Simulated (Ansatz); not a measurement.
# 1T-VSe2 monolayer in a perpendicular field, part 2 of 3

Wanted: the out-of-plane response of the 1T-VSe2 monolayer. A positive field points along +c.

Ansatz 0.2.0; plane-wave DFT, r2SCAN-D4, Ansatz PAW.

So far. Step 2 (Relaxing the slab): The lattice constant a goes from 3.330 to 3.401 Å.

**3. Single point, field 0**

A sawtooth potential applies the field, turning back in the middle of the vacuum. With the dipole correction the typed value is the field outside the slab. The induced dipole is small, so the SCF threshold is tight.

The cell differs from the one that the last finished run ended in (c 37.992 → 21.076 Å).

The input, input.yaml:

```yaml
crystal:
  lattice:
    - [3.4007268713, 0.0, 0.0]
    - [-1.7003634356, 2.9451158619, 0.0]
    - [0.0, 0.0, 21.0758122232]
  atoms:
    - { symbol: Se, position: [0.6666666667, 0.3333333333, 0.4270298058], spin: -0.13 }
    - { symbol: V, position: [0.0, 0.0, 0.5], spin: 1.25 }
    - { symbol: Se, position: [0.3333333333, 0.6666666667, 0.5729701942], spin: -0.13 }
magnetization:
  spin_polarized: true
kpoints:
  mp_grid: { grid: [18, 18, 1] }
  band_path:
    path: [[0, 0, 0], [0.5, 0, 0], [0.33333333, 0.33333333, 0], [0, 0, 0]]
    npoints: 16
hamiltonian:
  xc: r2scan
  dispersion: d4
scf:
  occupations: { method: fermi_dirac, width: 0.05 }
  convergence: { dr2_threshold: 1.0e-10 }
efield:
  axis: 3
  dipole_correction: true
  ramp_position: 0.97
  ramp_width: 0.06
  amplitude: 0
output:
  dos: { projected: true, e_range: [-6, 5] }
  bader: true
  write_potential: true
  write_density: true
  volumetric_format: npy
  elf: true
```

Run with:

```bash
$ ansatz run input.yaml --threads 4 --pin off --max-ram 12288MiB --backend cpu --events-out ev --progress --plain --runs-dir out
```

Numbers of over 12 decimals in the logs are rounded to 6 here.

The log of the run:

```text
[...]
Crystal: 3 atoms, lattice volume = 211.086 Å³
Basis set: ecut = 500 eV, 5393 PW (Γ), exchange–correlation on 100×100×640 points (64 copies of the dense FFT grid, shifted against one another)
Bands: 28, of which v1, the nominal top of the filled ones, is band 23 counted from 1 (22 counted from 0)
Symmetry: 6 space group operations
k-points: 37 of 324 (time reversal used)
[...]
Starting moments: Σ|m| = 1.51 μB on 3 of 3 sites
[...]
SCF iter   1: F=—  HF=-13876.033353 eV  |F-HF|=—  |Δ(HF+E_count)|=         —  Δρ=1.82e-2 (↑1.82e-2 ↓1.30e-2)  dr2=2.01e0  dr2_τ=1.43e-2  dr2_m=4.03e-2  M=0.891 μB ∫|m|=1.333 μB  β_m=1.00  ethr=2.76e-3  p=0.000 e·Å  D=2.50e-14 V/Å  ΔV_dip=-0.00 eV  dr2_dipole=1.28e-10  V_vac-E_F(+/−)=6.23/6.23 eV  ⟨swp⟩=3.0  Hψ=14813  notcnv=0
[...]
efield: sawtooth ramp at fractional position 0.9700 (set: `efield.ramp_position`, or a place that a band, a saddle search or an elastic batch's reference lends), width 0.0600; the density the first Hamiltonian is built on has a dipole p = 0.000 e·Å; the dipole correction subtracts the counter field D = 2.50e-14 V/Å, which shifts the + side's vacuum level by -0.00 eV against the − side's; the planar-averaged density in the ramp window peaks in size at 2.9e-6 e/Å³
[...]
SCF iter   2: F=—  HF=-13874.346182 eV  |F-HF|=—  |Δ(HF+E_count)|=    1.69e0  Δρ=6.19e-3 (↑6.01e-3 ↓6.19e-3)  dr2=2.85e-1  dr2_τ=6.51e-3  dr2_m=1.73e-2  M=0.973 μB ∫|m|=1.459 μB  β_m=1.00  ethr=2.76e-3  p=0.000 e·Å  D=5.63e-6 V/Å  ΔV_dip=-0.00 eV  dr2_dipole=1.24e-9  V_vac-E_F(+/−)=5.04/5.04 eV  ⟨swp⟩=3.2  Hψ=4575  notcnv=0  defer=27  κ⁻¹=1.0e0(r=1)
[...]
SCF iter  21: F=-13876.036323 eV  HF=-13876.036323 eV  |F-HF|=2.09e-10  |Δ(HF+E_count)|=  6.18e-11  Δρ=4.24e-8 (↑4.17e-8 ↓4.24e-8)  dr2=8.34e-13  dr2_τ=1.35e-13  dr2_m=2.88e-12  M=1.082 μB ∫|m|=1.846 μB  ethr=1.00e-12  p=0.000 e·Å  D=1.21e-10 V/Å  ΔV_dip=-0.00 eV  dr2_dipole=2.03e-18  V_vac-E_F(+/−)=5.32/5.32 eV  ⟨swp⟩=5.6  Hψ=6371  notcnv=0
SCF 1 converged in 21 iterations: F = -13876.036323 eV  dr2 = 8.34e-13
[...]
this state was not tested for a lower state beside it, because the mixer in use, unlike msr1, does not test its closes by its own steps (another_mixer; see scf.mixing.algorithm and scf.lower_state_search)
NSCF: frozen V_eff on 49 k-points
efield: sawtooth ramp at fractional position 0.9700 (kept from the solve that this one continues, or follows in the run), width 0.0600; the density the first Hamiltonian is built on has a dipole p = 0.000 e·Å; the dipole correction subtracts the counter field D = 1.21e-10 V/Å, which shifts the + side's vacuum level by -0.00 eV against the − side's; the planar-averaged density in the ramp window peaks in size at 3.1e-6 e/Å³
SCF converged after 21 iterations
Magnetization: 1.0819 μB (23.0410 up, 21.9590 down)
Absolute magnetization: 1.8298 μB (∫|ρ↑−ρ↓|, with the PAW one-centre terms)
[...]
Per-site moments (μB) at R_I (Å): [(-0.131739, 1.028783), (1.243988, 1.028783), (-0.131739, 1.028783)]
Free energy (F): -13876.036323 eV
[...]
Internal energy: -13876.025538 eV  (E = F + TS)
E sigma→0 (E₀):  -13876.030931 eV
Entropy (-TS):   -0.010785 eV (-3.595 meV/atom)
Fermi energy:    -0.798112 eV
Dipole field:    D = -0.000000 V/Å  (p = -0.000000 e·Å, saw-weighted, corrected)
Work function:   Φ+ = 5.3172 eV   Φ− = 5.3172 eV
Levels:          The Fermi level and band energies are counted from a zero that moves with the ramp; work functions are not
[...]
--- Band table (eV; the first three rows and the last of 74) ---
  k-point 0 ↑: bands = [... 19 lower, -2.6586, -1.7465, -1.7465, -1.2038, -0.0352, -0.0352, 2.5365, 2.5365, ... 1 higher]
  k-point 1 ↑: bands = [... 19 lower, -2.5251, -1.8297, -1.8093, -1.2692, -0.1183, -0.0116, 2.3126, 2.4897, ... 1 higher]
  k-point 2 ↑: bands = [... 19 lower, -2.3838, -2.1017, -1.9642, -1.4037, -0.2426, 0.0268, 1.8337, 2.3760, ... 1 higher]
  k-point 36 ↓: bands = [... 19 lower, -4.1479, -3.4735, -3.4735, 0.9945, 1.1725, 1.1725, 2.1470, 2.1470, ... 1 higher]
--- Bader charges: 3 sites ---
  site symbol  charge [e]  shift [e]    m [muB]
     0     Se     -0.7047     0.0008    -0.1350
     1      V      1.4094     0.0015     1.3520
     2     Se     -0.7048     0.0008    -0.1350
  estimated error of the sums over rays = 7.5e-4 e
```

Run time: 43 s. Hardware: 4 threads of Intel Xeon Platinum 8488C (Sapphire Rapids), shared host; peak memory 1.3 GiB.

In the SCF lines HF is the Harris–Foulkes energy and dr2 the Hartree energy of the density residual, in eV; the loop may stop once dr2 is under the threshold and the program's other checks hold. Hψ counts applications of the Hamiltonian.

This step gave:

| Quantity | Value |
| --- | --- |
| energy at zero smearing | -13876.0309 eV |
| total moment | 1.082 μB |
| site moments | -0.1317, 1.244, -0.1317 μB |
| work function, upper face | 5.317 eV |
| dipole along the normal | -2.03e-9 e·Å |

Running mean over a fixed 2.5 Å (it still follows the layers) of the planar mean; the ramp of the sawtooth is left out. Electron's electrostatic potential energy less the Fermi level against z:

```tsv
z (Å)	electron's electrostatic potential energy less the Fermi level (eV)
3.0	5.32
3.5	5.32
4.0	5.32
4.5	5.32
5.0	5.32
5.5	5.31
6.0	5.29
6.5	5.17
7.0	4.59
7.5	3.06
8.0	1.17
8.5	-0.865
9.0	-3.14
9.5	-5.27
10.0	-6.20
10.5	-6.41
11.0	-6.26
11.5	-5.49
12.0	-3.50
12.5	-1.19
13.0	0.875
13.5	2.78
14.0	4.41
14.5	5.13
15.0	5.28
15.5	5.31
16.0	5.32
16.5	5.32
17.0	5.32
17.5	5.32
18.0	5.32
```

The density of states has structure finer than the step of the table below, so its rows give means over 0.25 eV, whole bins alone (the curve runs from -6 to 1.99 eV). Peaks (eV: height): total -4.680: 7.10, -3.330: 4.87, -2.640: 5.99, -2.330: 9.20, 0.510: 7.34, 0.810: 3.37, 1.880: 6.35; up -4.680: 5.16, -3.710: 2.75, -2.860: 3.05, -2.640: 3.81, -0.710: 2.83, 0.180: 3.28, 0.510: 6.75; down -4.620: 3.60, -3.550: 2.20, -3.330: 2.63, -2.720: 3.00, -2.330: 7.13, 1.110: 3.07, 1.880: 5.49.

Table of density of states by energy, zero at the Fermi level; means over each step; values in states/eV a cell:

```tsv
energy (eV)	total	up	down
-5.75	0.665	0.427	0.238
-5.50	0.894	0.455	0.439
-5.25	1.22	0.723	0.499
-5.00	1.84	0.916	0.926
-4.75	3.76	1.96	1.80
-4.50	3.35	1.58	1.76
-4.25	2.05	0.891	1.16
-4.00	0.961	0.429	0.533
-3.75	1.58	1.19	0.390
-3.50	2.78	1.48	1.30
-3.25	3.06	1.43	1.63
-3.00	3.47	2.02	1.45
-2.75	4.22	2.33	1.89
-2.50	3.55	1.39	2.17
-2.25	3.72	1.53	2.19
-2.00	2.16	1.04	1.12
-1.75	2.33	1.30	1.03
-1.50	2.60	1.23	1.37
-1.25	2.04	1.17	0.868
-1.00	1.19	0.795	0.395
-0.75	1.80	1.53	0.267
-0.50	1.18	0.975	0.202
-0.25	0.784	0.629	0.155
0.00	1.09	0.967	0.123
0.25	2.54	2.43	0.105
0.50	4.04	3.50	0.541
0.75	1.66	0.928	0.728
1.00	1.42	0	1.42
1.25	0.904	0	0.904
1.50	0.793	0	0.793
1.75	2.71	0.215	2.49
```

Projected DOS per atom over height of the atomic layer and energy from the Fermi level. Layers: Se V Se from below.

Ten even steps from '_' (0.08 states/eV) to '@' (2.69 states/eV), each cell a mean:
```
__@@__
__::__
__--__
..--..
..@@..
__--__
__::__
__==__
..::..
--..--
::..::
==::==
==++==
======
------
::::::
..__..
--..--
++..++
::..::
..__..
______
```
Columns: height of the atomic layer (Å) from 9 to 12.1; rows upwards: energy from the Fermi level (eV) from -5.96 to 1.96.

Projected DOS per atom, spin up over height of the atomic layer and energy from the Fermi level. Layers: Se V Se from below.

Ten even steps from '_' (0.00 states/eV) to '@' (2.47 states/eV), each cell a mean:
```
__..__
______
______
......
..@@..
__==__
__::__
__==__
__::__
......
......
::..::
::::::
::--::
::::::
......
______
......
--..--
..__..
______
______
```
Columns: height of the atomic layer (Å) from 9 to 12.1; rows upwards: energy from the Fermi level (eV) from -5.96 to 1.96.

Projected DOS per atom, spin down over height of the atomic layer and energy from the Fermi level. Layers: Se V Se from below.

Ten even steps from '_' (0.03 states/eV) to '@' (2.41 states/eV), each cell a mean:
```
__@@__
__::__
__==__
__::__
______
______
______
______
______
::__::
..__..
::..::
--::--
::..::
::..::
..__..
______
::__::
--__--
..__..
______
______
```
Columns: height of the atomic layer (Å) from 9 to 12.1; rows upwards: energy from the Fermi level (eV) from -5.96 to 1.96.

Deep bands are left out, so band numbers here count from the lowest band kept and differ from the log's. Electronic bands along the path, in eV, zero at the Fermi level; # counts the bands kept:

```tsv
point	up #5	up #7	up #8	up #9	down #5	down #6	down #7	down #8
Γ	-0.95	-0.41	0.76	0.76	0.48	0.48	1.02	1.02
halfway	-1.49	-0.94	0.49	0.66	-1.49	-0.92	0.75	1.96
M	-2.33	-1.14	-0.03	0.48	-2.37	-1.33	0.34	1.89
halfway	-2.72	-0.32	0.11	0.36	-2.61	-2.43	1.13	1.93
K	-2.82	0.01	0.17	0.17	-2.68	-2.68	1.79	1.97
halfway	-2.47	-0.63	0.40	0.54	-2.03	-1.39	1.20	1.60
Γ	-0.95	-0.41	0.76	0.76	0.48	0.48	1.02	1.02
```

Site moment by atom:

```tsv
atom	site moment (μB)
Se1	-0.13
V2	1.24
Se3	-0.13
```

Spin density in the ca plane at fractional y = 0.000, with atoms of V within 0.2 Å of it.

Ten even steps from '0' (0.0 e/Å³) to '9' (1.5 e/Å³), each cell a mean:
```
00000000000000000000001375200000000000000000
00000000000000000000000121000000000000000000
00000000000000000000000000000000000000000000
00000000000000000000000000000000000000000000
00000000000000000000000000000000000000000000
00000000000000000000000000000000000000000000
00000000000000000000000010000000000000000000
00000000000000000000000243100000000000000000
00000000000000000000001597200000000000000000
```
Columns run along c (16.0 Å, from fractional 0.08 to 0.84 of the cell), rows up along a (3.4 Å). Atoms in or near the plane, at fractional coordinates: V at (0.50, 0.00).

Valence density in the ca plane at fractional y = 0.000, with atoms of V within 0.2 Å of it. It is the smooth field of the valence electrons, not physical close to the nuclei.

Values in units of 1e0 e/Å³, 5 rows by 16 columns, each cell a mean:
```
0.0 0.0 0.0 0.0 0.0 0.0 0.0 0.2 3.5 3.3 0.2 0.0 0.0 0.0 0.0 0.0
0.0 0.0 0.0 0.0 0.0 0.0 0.1 0.3 0.3 0.3 0.3 0.1 0.0 0.0 0.0 0.0
0.0 0.0 0.0 0.0 0.0 0.0 0.2 0.5 0.2 0.3 0.5 0.1 0.0 0.0 0.0 0.0
0.0 0.0 0.0 0.0 0.0 0.0 0.1 0.3 0.6 0.6 0.3 0.1 0.0 0.0 0.0 0.0
0.0 0.0 0.0 0.0 0.0 0.0 0.0 0.2 5.2 5.0 0.1 0.0 0.0 0.0 0.0 0.0
```
Columns run along c (16.0 Å, from fractional 0.08 to 0.84 of the cell), rows up along a (3.4 Å). Atoms in or near the plane, at fractional coordinates: V at (0.50, 0.00).

ELF in the ca plane at fractional y = 0.000, with atoms of V within 0.2 Å of it. It is the smooth field of the valence electrons, not physical close to the nuclei.

Values, 5 rows by 16 columns, each cell a mean:
```
0.00 0.00 0.00 0.00 0.00 0.01 0.09 0.24 0.46 0.45 0.24 0.09 0.01 0.00 0.00 0.00
0.00 0.00 0.00 0.00 0.00 0.10 0.49 0.65 0.31 0.32 0.65 0.48 0.09 0.00 0.00 0.00
0.00 0.00 0.00 0.00 0.01 0.19 0.67 0.72 0.46 0.48 0.73 0.66 0.18 0.01 0.00 0.00
0.00 0.00 0.00 0.00 0.00 0.06 0.36 0.56 0.29 0.29 0.57 0.35 0.05 0.00 0.00 0.00
0.00 0.00 0.00 0.00 0.00 0.00 0.05 0.16 0.53 0.51 0.16 0.05 0.00 0.00 0.00 0.00
```
Columns run along c (16.0 Å, from fractional 0.08 to 0.84 of the cell), rows up along a (3.4 Å). Atoms in or near the plane, at fractional coordinates: V at (0.50, 0.00).

The work function of the upper face is 5.32 eV.

**4. Atoms held, field 0.1 V/Å**

input.yaml, as its differences from that of step 3:

```diff
@@ -25,8 +25,6 @@
   dipole_correction: true
-  ramp_position: 0.97
-  ramp_width: 0.06
-  amplitude: 0
+  ramp_position: 0.9478
+  ramp_width: 0.1044
+  amplitude: 0.1
 output:
-  dos: { projected: true, e_range: [-6, 5] }
-  bader: true
   write_potential: true
@@ -34,2 +32 @@
   volumetric_format: npy
-  elf: true
```

The log of the run:

```text
[...]
Crystal: 3 atoms, lattice volume = 211.086 Å³
Basis set: ecut = 500 eV, 5393 PW (Γ), exchange–correlation on 100×100×640 points (64 copies of the dense FFT grid, shifted against one another)
Bands: 28, of which v1, the nominal top of the filled ones, is band 23 counted from 1 (22 counted from 0)
Symmetry: 6 space group operations
[...]
k-point 1 ↑: bands = [... 19 lower, -2.5256, -1.8301, -1.8097, -1.2695, -0.1187, -0.0120, 2.3122, 2.4893, ... 1 higher]
  k-point 2 ↑: bands = [... 19 lower, -2.3843, -2.1021, -1.9646, -1.4040, -0.2431, 0.0263, 1.8333, 2.3756, ... 1 higher]
  k-point 36 ↓: bands = [... 19 lower, -4.1482, -3.4849, -3.4630, 0.9941, 1.1716, 1.1726, 2.1444, 2.1488, ... 1 higher]
[key lines of the parts left out:]
SCF converged after 21 iterations
Magnetization: 1.0819 μB (23.0410 up, 21.9590 down)
Free energy (F): -13876.037776 eV
Fermi energy:    -0.798515 eV
Dipole field:    D = 0.024903 V/Å  (p = 0.029051 e·Å, saw-weighted, corrected)
```

The job ended after 39 s (4 threads; peak memory 1.3 GiB).

The dipole is 0.0291 e·Å.

**5. Atoms held, field -0.1 V/Å**

input.yaml, as its differences from that of step 4:

```diff
@@ -27,3 +27,3 @@
   ramp_width: 0.1044
-  amplitude: 0.1
+  amplitude: -0.1
 output:
```

The log of the run:

```text
[...]
Crystal: 3 atoms, lattice volume = 211.086 Å³
Basis set: ecut = 500 eV, 5393 PW (Γ), exchange–correlation on 100×100×640 points (64 copies of the dense FFT grid, shifted against one another)
Bands: 28, of which v1, the nominal top of the filled ones, is band 23 counted from 1 (22 counted from 0)
Symmetry: 6 space group operations
[...]
k-point 1 ↑: bands = [... 19 lower, -2.5256, -1.8301, -1.8097, -1.2695, -0.1187, -0.0120, 2.3122, 2.4893, ... 1 higher]
  k-point 2 ↑: bands = [... 19 lower, -2.3843, -2.1021, -1.9646, -1.4040, -0.2431, 0.0263, 1.8333, 2.3756, ... 1 higher]
  k-point 36 ↓: bands = [... 19 lower, -4.1482, -3.4849, -3.4630, 0.9941, 1.1716, 1.1726, 2.1444, 2.1488, ... 1 higher]
[key lines of the parts left out:]
SCF converged after 21 iterations
Magnetization: 1.0819 μB (23.0410 up, 21.9590 down)
Free energy (F): -13876.037776 eV
Fermi energy:    -0.798515 eV
Dipole field:    D = -0.024903 V/Å  (p = -0.029051 e·Å, saw-weighted, corrected)
```

The job ended after 37 s (4 threads; peak memory 1.4 GiB; 2.4 min of CPU time).

The dipole is -0.0291 e·Å.

**6. Atoms held, field 0.2 V/Å**

input.yaml, as its differences from that of step 5:

```diff
@@ -27,3 +27,3 @@
   ramp_width: 0.1044
-  amplitude: -0.1
+  amplitude: 0.2
 output:
```

The log of the run:

```text
[...]
Crystal: 3 atoms, lattice volume = 211.086 Å³
Basis set: ecut = 500 eV, 5393 PW (Γ), exchange–correlation on 100×100×640 points (64 copies of the dense FFT grid, shifted against one another)
Bands: 28, of which v1, the nominal top of the filled ones, is band 23 counted from 1 (22 counted from 0)
Symmetry: 6 space group operations
[...]
k-point 1 ↑: bands = [... 19 lower, -2.5272, -1.8313, -1.8109, -1.2705, -0.1200, -0.0133, 2.3109, 2.4881, ... 1 higher]
  k-point 2 ↑: bands = [... 19 lower, -2.3858, -2.1035, -1.9658, -1.4050, -0.2444, 0.0251, 1.8319, 2.3744, ... 1 higher]
  k-point 36 ↓: bands = [... 19 lower, -4.1493, -3.4970, -3.4533, 0.9929, 1.1697, 1.1717, 2.1410, 2.1498, ... 1 higher]
[key lines of the parts left out:]
SCF converged after 20 iterations
Magnetization: 1.0819 μB (23.0410 up, 21.9590 down)
Free energy (F): -13876.042134 eV
Fermi energy:    -0.799730 eV
Dipole field:    D = 0.049814 V/Å  (p = 0.058109 e·Å, saw-weighted, corrected)
```

The job ended after 36 s (4 threads; peak memory 1.3 GiB; 2.3 min of CPU time).

The dipole is 0.0581 e·Å.

**7. Single point, field -0.2 V/Å**

input.yaml, as its differences from that of step 6:

```diff
@@ -27,3 +27,3 @@
   ramp_width: 0.1044
-  amplitude: 0.2
+  amplitude: -0.2
 output:
```

The log of the run:

```text
[...]
Crystal: 3 atoms, lattice volume = 211.086 Å³
Basis set: ecut = 500 eV, 5393 PW (Γ), exchange–correlation on 100×100×640 points (64 copies of the dense FFT grid, shifted against one another)
Bands: 28, of which v1, the nominal top of the filled ones, is band 23 counted from 1 (22 counted from 0)
Symmetry: 6 space group operations
[...]
k-point 1 ↑: bands = [... 19 lower, -2.5272, -1.8313, -1.8109, -1.2705, -0.1200, -0.0133, 2.3109, 2.4881, ... 1 higher]
  k-point 2 ↑: bands = [... 19 lower, -2.3858, -2.1035, -1.9658, -1.4050, -0.2444, 0.0251, 1.8319, 2.3744, ... 1 higher]
  k-point 36 ↓: bands = [... 19 lower, -4.1493, -3.4970, -3.4533, 0.9929, 1.1697, 1.1717, 2.1410, 2.1498, ... 1 higher]
[key lines of the parts left out:]
SCF converged after 20 iterations
Magnetization: 1.0819 μB (23.0410 up, 21.9590 down)
Free energy (F): -13876.042134 eV
Fermi energy:    -0.799731 eV
Dipole field:    D = -0.049814 V/Å  (p = -0.058109 e·Å, saw-weighted, corrected)
```

Wall time 35 s (4 threads); peak memory 1.3 GiB.

The dipole is -0.0581 e·Å.

**8. Atoms held, field 0.35 V/Å**

input.yaml, as its differences from that of step 7:

```diff
@@ -25,6 +25,8 @@
   dipole_correction: true
-  ramp_position: 0.9478
-  ramp_width: 0.1044
-  amplitude: -0.2
+  ramp_position: 0.92
+  ramp_width: 0.16
+  amplitude: 0.35
 output:
+  dos: { projected: true, e_range: [-6, 5] }
+  bader: true
   write_potential: true
@@ -32 +34,2 @@
   volumetric_format: npy
+  elf: true
```

The log of the run:

```text
[...]
Crystal: 3 atoms, lattice volume = 211.086 Å³
Basis set: ecut = 500 eV, 5393 PW (Γ), exchange–correlation on 100×100×640 points (64 copies of the dense FFT grid, shifted against one another)
Bands: 28, of which v1, the nominal top of the filled ones, is band 23 counted from 1 (22 counted from 0)
Symmetry: 6 space group operations
[...]
k-point 36 ↓: bands = [... 19 lower, -4.1521, -3.5167, -3.4403, 0.9895, 1.1653, 1.1688, 2.1342, 2.1496, ... 1 higher]
--- Bader charges: 3 sites ---
  site symbol  charge [e]  shift [e]    m [muB]
     0     Se     -0.7216     0.0008    -0.1344
     1      V      1.4095     0.0015     1.3519
     2     Se     -0.6879     0.0008    -0.1356
  estimated error of the sums over rays = 7.0e-4 e
[key lines of the parts left out:]
SCF converged after 21 iterations
Magnetization: 1.0819 μB (23.0410 up, 21.9590 down)
Free energy (F): -13876.054121 eV
Fermi energy:    -0.803089 eV
Dipole field:    D = 0.087206 V/Å  (p = 0.101728 e·Å, saw-weighted, corrected)
```

It took 44 s on 4 threads; peak memory 1.3 GiB.

The dipole is 0.102 e·Å.

(Continued in part 3 of 3.)

[Logs are printed without paths, hosts, clocks, repeated set-up lines and the standing remarks that a program may print on its own settings, such as how far it seeks lower states.]

[Hosts, paths, dates, database ids (printed as entryN), source tags and the programs' standing remarks are cut or masked in the printed files.]

[Maps of the electrostatic potential energy from Ansatz leave out the sawtooth potential of an applied field or a dipole correction, so their vacuum need not be flat; planar profiles and work functions include it.]

[The density of states shown here was stored with 400 of the rows of the run's finer table, so its peaks can read low, often by over a quarter, or be missed, and its means over a window can be off by a tenth or more.]
